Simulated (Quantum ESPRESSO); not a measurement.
# The valence band of Al2Pt as photoemission sees it, part 13 of 21

Aim: the valence spectrum of Al2Pt from He I to hard X-rays, and which orbitals make each feature.

Quantum ESPRESSO 7.5; DFT, PBEsol, plane waves, ultrasoft GBRV pseudopotentials, scalar-relativistic (the session's first sound run).

So far. Step 10 (With LDA: self-consistent run): The run ends at a pressure of -4.23 GPa. Step 13 (With LDA: bands): Of the bands kept, 3 cross the Fermi level on this path.

The database entry behind the starting cell differs from later determinations by our own check (0.1 to 0.3 % short, probably kX units), so it need not match the best structure at ambient conditions.

## 14. Another volume: self-consistent run

This step: DFT, PBEsol, plane waves, ultrasoft GBRV pseudopotentials, scalar-relativistic (Quantum ESPRESSO 7.5).

A changed volume shows how band widths and levels follow the bond length.

The cell differs from the one that the last finished run ended in (a 4.179 → 4.123 Å, b 4.179 → 4.123 Å, c 4.179 → 4.123 Å).

scf.in

```
&control
  calculation = 'scf'
  prefix = 'pes'
  outdir = './tmp'
  pseudo_dir = './pp'
  tprnfor = .true.
  tstress = .true.
/
&system
  ibrav = 0
  nat = 3
  ntyp = 2
  ecutwfc = 40.0
  ecutrho = 200.0
  occupations = 'smearing'
  nbnd = 21
  smearing = 'fd'
  degauss = 0.00367
/
&electrons
  conv_thr = 1.8e-08
  mixing_beta = 0.5
  electron_maxstep = 120
/
ATOMIC_SPECIES
Pt 195.0840 pt_pbesol_v1.4.uspp.F.UPF
Al 26.9815 al_pbesol_v1.uspp.F.UPF
CELL_PARAMETERS angstrom
 0.000000000 2.915062672 2.915062672
 2.915062672 0.000000000 2.915062672
 2.915062672 2.915062672 0.000000000
ATOMIC_POSITIONS crystal
Pt 0.000000000 0.000000000 0.000000000
Al 0.750000000 0.750000000 0.750000000
Al 0.250000000 0.250000000 0.250000000
K_POINTS automatic
12 12 12 0 0 0
```

The run is started by

```
$ OMP_NUM_THREADS=1 mpirun -n 4 pw.x -nk 4 -in scf.in > scf.out
```

Output:

```text
[banner, memory and clock lines left out]
Program PWSCF v.7.5 starts

          URL

     Message from routine setup:
     using ibrav=0 with symmetry is DISCOURAGED, use correct ibrav instead

     G-vector sticks info

     bravais-lattice index     =            0
     lattice parameter (alat)  =       7.7904  a.u.
     unit-cell volume          =     334.3261 (a.u.)^3
     number of atoms/cell      =            3
     number of atomic types    =            2
     number of electrons       =        22.00
     number of Kohn-Sham states=           21
     kinetic-energy cutoff     =      40.0000  Ry
     charge density cutoff     =     200.0000  Ry
     scf convergence threshold =      1.8E-08
     mixing beta               =       0.5000
     number of iterations used =            8  plain     mixing
     Exchange-correlation= SLA  PW   PSX  PSC
                           (   1   4  10   8   0   0   0)

     celldm(1)=   7.790436  celldm(2)=   0.000000  celldm(3)=   0.000000
     celldm(4)=   0.000000  celldm(5)=   0.000000  celldm(6)=   0.000000

     crystal axes: (cart. coord. in units of alat)
               a(1) = (   0.000000   0.707107   0.707107 )
               a(2) = (   0.707107   0.000000   0.707107 )
               a(3) = (   0.707107   0.707107   0.000000 )

     reciprocal axes: (cart. coord. in units 2 pi/alat)
               b(1) = ( -0.707107  0.707107  0.707107 )
               b(2) = (  0.707107 -0.707107  0.707107 )
               b(3) = (  0.707107  0.707107 -0.707107 )

     PseudoPot. # 1 for Pt read from file:
     ./pp/pt_pbesol_v1.4.uspp.F.UPF
     Pseudo is Ultrasoft + core correction, Zval = 16.0
     Generated by new atomic code, or converted to UPF format
     Using radial grid of  985 points,  6 beta functions with:
                l(1) =   0
                l(2) =   0
                l(3) =   1
                l(4) =   1
                l(5) =   2
                l(6) =   2
     Q(r) pseudized with  8 coefficients,  rinner =    1.300   1.300   1.300
                                                       1.300   1.300

     PseudoPot. # 2 for Al read from file:
     ./pp/al_pbesol_v1.uspp.F.UPF
     Pseudo is Ultrasoft + core correction, Zval =  3.0
     Generated by new atomic code, or converted to UPF format
     Using radial grid of  893 points,  3 beta functions with:
                l(1) =   0
                l(2) =   1
                l(3) =   2
     Q(r) pseudized with  8 coefficients,  rinner =    0.900   0.900   0.900
                                                       0.900   0.900

     atomic species   valence    mass     pseudopotential
     Pt               16.00   195.08400     Pt( 1.00)
     Al                3.00    26.98150     Al( 1.00)

     48 Sym. Ops., with inversion, found

   Cartesian axes

     site n.     atom                  positions (alat units)
         1        Pt     tau(   1) = (   0.0000000   0.0000000   0.0000000  )
         2        Al     tau(   2) = (   1.0606602   1.0606602   1.0606602  )
         3        Al     tau(   3) = (   0.3535534   0.3535534   0.3535534  )

     number of k points=    72  Fermi-Dirac smearing, width (Ry)=  0.0037
                       cart. coord. in units 2pi/alat
        k(    1) = (   0.0000000   0.0000000   0.0000000), wk =   0.0011574
        k(    2) = (   0.0589256   0.0589256  -0.0589256), wk =   0.0092593
        k(    3) = (   0.1178511   0.1178511  -0.1178511), wk =   0.0092593
        k(    4) = (   0.1767767   0.1767767  -0.1767767), wk =   0.0092593
        k(    5) = (   0.2357023   0.2357023  -0.2357023), wk =   0.0092593
        k(    6) = (   0.2946278   0.2946278  -0.2946278), wk =   0.0092593
        k(    7) = (  -0.3535534  -0.3535534   0.3535534), wk =   0.0046296
        k(    8) = (   0.1178511   0.0000000  -0.0000000), wk =   0.0069444
        k(    9) = (   0.1767767   0.0589256  -0.0589256), wk =   0.0277778
        k(   10) = (   0.2357023   0.1178511  -0.1178511), wk =   0.0277778
        k(   11) = (   0.2946278   0.1767767  -0.1767767), wk =   0.0277778
        k(   12) = (   0.3535534   0.2357023  -0.2357023), wk =   0.0277778
        k(   13) = (  -0.2946278  -0.4124790   0.4124790), wk =   0.0277778
        k(   14) = (  -0.2357023  -0.3535534   0.3535534), wk =   0.0277778
        k(   15) = (  -0.1767767  -0.2946278   0.2946278), wk =   0.0277778
        k(   16) = (  -0.1178511  -0.2357023   0.2357023), wk =   0.0277778
[...]
k(   65) = (  -0.2357023  -0.4714045   0.7071068), wk =   0.0277778
        k(   66) = (  -0.1767767  -0.4124790   0.6481812), wk =   0.0555556
        k(   67) = (  -0.1178511  -0.3535534   0.5892557), wk =   0.0277778
        k(   68) = (  -0.1178511  -0.4714045   0.7071068), wk =   0.0277778
        k(   69) = (  -0.0589256  -0.4124790   0.6481812), wk =   0.0555556
        k(   70) = (   0.0000000  -0.3535534   0.5892557), wk =   0.0277778
        k(   71) = (  -0.7071068   0.2357023   0.0000000), wk =   0.0138889
        k(   72) = (  -0.7071068   0.3535534   0.0000000), wk =   0.0069444

     Dense  grid:    16049 G-vectors     FFT dimensions: (  36,  36,  36)

     Smooth grid:    11527 G-vectors     FFT dimensions: (  32,  32,  32)

     Initial potential from superposition of free atoms

     starting charge      21.4953, renormalised to      22.0000

     negative rho (up, down):  1.860E-01 0.000E+00
     Starting wfcs are   20 randomized atomic wfcs +    1 random wfcs

     per-process dynamical memory:    25.7 Mb

     Self-consistent Calculation

     iteration #  1     ecut=    40.00 Ry     beta= 0.50
     Davidson diagonalization with overlap
     ethr =  1.00E-02,  avg # of iterations =  5.7

     negative rho (up, down):  1.692E-01 0.000E+00

     total energy              =    -222.96141121 Ry
     estimated scf accuracy    <       2.39861184 Ry

     iteration #  2     ecut=    40.00 Ry     beta= 0.50
     Davidson diagonalization with overlap
     ethr =  1.00E-02,  avg # of iterations =  2.0

     negative rho (up, down):  1.734E-01 0.000E+00

     total energy              =    -223.86077219 Ry
     estimated scf accuracy    <       1.65844823 Ry

     iteration #  3     ecut=    40.00 Ry     beta= 0.50
     Davidson diagonalization with overlap
     ethr =  7.54E-03,  avg # of iterations =  1.2

     negative rho (up, down):  1.705E-01 0.000E+00

     total energy              =    -224.04885773 Ry
     estimated scf accuracy    <       0.04647842 Ry

     iteration #  4     ecut=    40.00 Ry     beta= 0.50
     Davidson diagonalization with overlap
[...]
k =-0.3536-0.3536 0.3536 (  1458 PWs)   bands (ev):

   -41.6505 -41.6475 -41.6475   3.4807   5.3409   6.6774   6.6774   7.7852
     8.0020   8.0020  12.6580  12.6580  15.4267  16.9597  16.9597  17.3509
    21.4546  21.4546  22.3947  23.7114  24.8883

          k = 0.1179 0.0000-0.0000 (  1427 PWs)   bands (ev):

   -41.6470 -41.6469 -41.6469   1.2158   6.2633   6.3943   6.3943   7.6953
     7.7981  14.6480  14.6480  14.8730  14.9030  17.2272  17.5290  18.0073
    18.0073  18.4468  18.4468  20.5808  21.1633

          k = 0.1768 0.0589-0.0589 (  1423 PWs)   bands (ev):

[...]
18.1787  19.0042  19.1552  21.4694  21.8506

          k = 0.2357 0.1179-0.1179 (  1416 PWs)   bands (ev):

[...]
18.0920  19.7884  19.9097  22.2985  23.7396

          k = 0.2946 0.1768-0.1768 (  1421 PWs)   bands (ev):

[...]
18.4001  20.6928  20.8078  23.2499  24.8102

          k = 0.3536 0.2357-0.2357 (  1430 PWs)   bands (ev):

[...]
19.4313  21.4694  21.8271  24.0542  24.7617

          k =-0.2946-0.4125 0.4125 (  1434 PWs)   bands (ev):

[...]
20.6189  21.5715  22.3863  24.0671  24.7695

          k =-0.2357-0.3536 0.3536 (  1433 PWs)   bands (ev):

[...]
20.8539  20.9462  22.1114  24.3263  25.0288

          k =-0.1768-0.2946 0.2946 (  1433 PWs)   bands (ev):

[...]
19.8117  19.9240  22.0307  23.5364  25.9561

          k =-0.1179-0.2357 0.2357 (  1421 PWs)   bands (ev):

[...]
18.7452  19.0418  21.1650  22.7685  24.8234

          k =-0.0589-0.1768 0.1768 (  1418 PWs)   bands (ev):

[...]
k =-0.0000-0.1179 0.1179 (  1424 PWs)   bands (ev):

[...]
k = 0.2357 0.0000-0.0000 (  1431 PWs)   bands (ev):

[...]
k = 0.2946 0.0589-0.0589 (  1425 PWs)   bands (ev):

[...]
k = 0.3536 0.1179-0.1179 (  1426 PWs)   bands (ev):

[...]
k = 0.4125 0.1768-0.1768 (  1430 PWs)   bands (ev):

[...]
k =-0.2357-0.4714 0.4714 (  1435 PWs)   bands (ev):

[...]
k =-0.1768-0.4125 0.4125 (  1433 PWs)   bands (ev):

[...]
k =-0.1179-0.3536 0.3536 (  1427 PWs)   bands (ev):

[...]
k =-0.0589-0.2946 0.2946 (  1416 PWs)   bands (ev):

[...]
k = 0.0000-0.2357 0.2357 (  1416 PWs)   bands (ev):

[...]
k = 0.3536 0.0000 0.0000 (  1427 PWs)   bands (ev):

[...]
k = 0.4125 0.0589-0.0589 (  1423 PWs)   bands (ev):

[...]
k = 0.4714 0.1179-0.1179 (  1424 PWs)   bands (ev):

[...]
k =-0.1768-0.5303 0.5303 (  1427 PWs)   bands (ev):

[...]
k =-0.1179-0.4714 0.4714 (  1440 PWs)   bands (ev):

[...]
k =-0.0589-0.4125 0.4125 (  1434 PWs)   bands (ev):

[...]
k = 0.0000-0.3536 0.3536 (  1428 PWs)   bands (ev):

[...]
k = 0.4714 0.0000-0.0000 (  1427 PWs)   bands (ev):

[...]
k = 0.5303 0.0589-0.0589 (  1424 PWs)   bands (ev):

[...]
k =-0.1179-0.5893 0.5893 (  1435 PWs)   bands (ev):

[...]
k =-0.0589-0.5303 0.5303 (  1436 PWs)   bands (ev):

[...]
k = 0.5893 0.0000-0.0000 (  1411 PWs)   bands (ev):

[...]
k = 0.0000-0.5893 0.5893 (  1426 PWs)   bands (ev):

[...]
k =-0.7071 0.0000 0.0000 (  1428 PWs)   bands (ev):

[...]
k = 0.2357 0.1179 0.0000 (  1425 PWs)   bands (ev):

[...]
k = 0.2946 0.1768-0.0589 (  1420 PWs)   bands (ev):

[...]
k = 0.3536 0.2357-0.1179 (  1426 PWs)   bands (ev):

[...]
k = 0.3536 0.1179 0.0000 (  1422 PWs)   bands (ev):

[...]
k = 0.4125 0.1768-0.0589 (  1425 PWs)   bands (ev):

[...]
k = 0.0000-0.2357 0.3536 (  1412 PWs)   bands (ev):

[...]
k = 0.4714 0.1179-0.0000 (  1425 PWs)   bands (ev):

[...]
k =-0.1179-0.5893 0.7071 (  1426 PWs)   bands (ev):

[...]
k =-0.0589-0.5303 0.6482 (  1430 PWs)   bands (ev):

[...]
k =-0.0000-0.4714 0.5893 (  1431 PWs)   bands (ev):

[...]
k =-0.7071 0.1179-0.0000 (  1416 PWs)   bands (ev):

[...]
k =-0.2357-0.4714 0.7071 (  1429 PWs)   bands (ev):

[...]
20.6023  21.2981  22.2670  24.3668  24.8349

          k =-0.1768-0.4125 0.6482 (  1432 PWs)   bands (ev):

[...]
20.1485  21.9781  23.1288  24.0927  25.7080

          k =-0.1179-0.3536 0.5893 (  1430 PWs)   bands (ev):

[...]
20.3595  21.9398  23.7048  24.5398  25.4325

          k =-0.1179-0.4714 0.7071 (  1434 PWs)   bands (ev):

[...]
21.1333  22.6540  23.3114  24.7634  25.2111

          k =-0.0589-0.4125 0.6482 (  1428 PWs)   bands (ev):

   -41.6496 -41.6490 -41.6481   5.0470   5.4122   6.1326   6.6559   7.5786
     8.0903   8.5476   9.2497  10.8340  16.2097  17.2809  17.6412  19.0936
    21.3212  23.1100  24.0496  24.5046  24.9623

          k = 0.0000-0.3536 0.5893 (  1434 PWs)   bands (ev):

   -41.6494 -41.6492 -41.6481   4.8062   5.4576   6.3184   6.6291   7.5160
     7.9238   8.9879   9.0330  11.0493  16.3347  17.0775  18.1595  18.6956
    20.8602  23.1793  23.6892  23.8810  25.1965

          k =-0.7071 0.2357 0.0000 (  1430 PWs)   bands (ev):

   -41.6498 -41.6487 -41.6482   5.3663   5.5296   5.5675   6.9189   7.6873
     8.2278   8.2374   9.3083  10.5827  16.0082  16.4039  18.1771  19.8580
    21.9626  23.1824  23.9989  24.2375  24.7688

          k =-0.7071 0.3536 0.0000 (  1424 PWs)   bands (ev):

   -41.6493 -41.6493 -41.6482   5.4314   5.4314   6.0423   6.2757   7.6875
     8.2380   8.7548   8.7548  10.7097  17.0119  17.0119  17.8454  18.0793
    21.8479  23.8388  23.8388  24.5559  25.1375

     the Fermi energy is    11.6567 ev

!    total energy              =    -224.06920406 Ry
     estimated scf accuracy    <          2.9E-09 Ry
     smearing contrib. (-TS)   =      -0.00069900 Ry
     internal energy E=F+TS    =    -224.06850505 Ry

     The total energy is F=E-TS. E is the sum of the following terms:
     one-electron contribution =     -81.28520405 Ry
     hartree contribution      =      52.33597877 Ry
     xc contribution           =     -65.33849016 Ry
     ewald contribution        =    -129.78078961 Ry

     convergence has been achieved in   8 iterations

     negative rho (up, down):  1.709E-01 0.000E+00

     Forces acting on atoms (cartesian axes, Ry/au):

     atom    1 type  1   force =    -0.00000000    0.00000000   -0.00000000
     atom    2 type  2   force =    -0.00000000   -0.00000000   -0.00000000
     atom    3 type  2   force =     0.00000000    0.00000000    0.00000000

     Total force =     0.000000     Total SCF correction =     0.000000

     Computing stress (Cartesian axis) and pressure

     negative rho (up, down):  1.709E-01 0.000E+00
          total   stress  (Ry/bohr**3)                   (kbar)     P=       46.06
   0.00031311   0.00000000   0.00000000           46.06        0.00        0.00
   0.00000000   0.00031311   0.00000000            0.00       46.06        0.00
   0.00000000   0.00000000   0.00031311            0.00        0.00       46.06

     XML data file, charge density, pseudopotentials, collected wavefunctions

                                        0.00s GPU  (     540 calls)
```

Run time: 7.2 s. Hardware: 4 MPI ranks of Arm Neoverse V1, shared host.

This step gave:

```yaml
free_energy: -3048.6168 eV
fermi_energy: 11.66 eV
pressure: 4.606 GPa
```

The run ends at a pressure of 4.61 GPa.

(Continued in part 14 of 21.)

[Logs are printed without paths, hosts, clocks, repeated set-up lines and the standing remarks that a program may print on its own settings, such as how far it seeks lower states.]

[Hosts, paths, dates, database ids (printed as entryN), source tags and the programs' standing remarks are cut or masked in the printed files.]

[Maps of the electrostatic potential energy from Ansatz leave out the sawtooth potential of an applied field or a dipole correction, so their vacuum need not be flat; work functions include it.]

[Peak lists hold at most the 14 tallest peaks of each spectrum; further lines can be left out.]
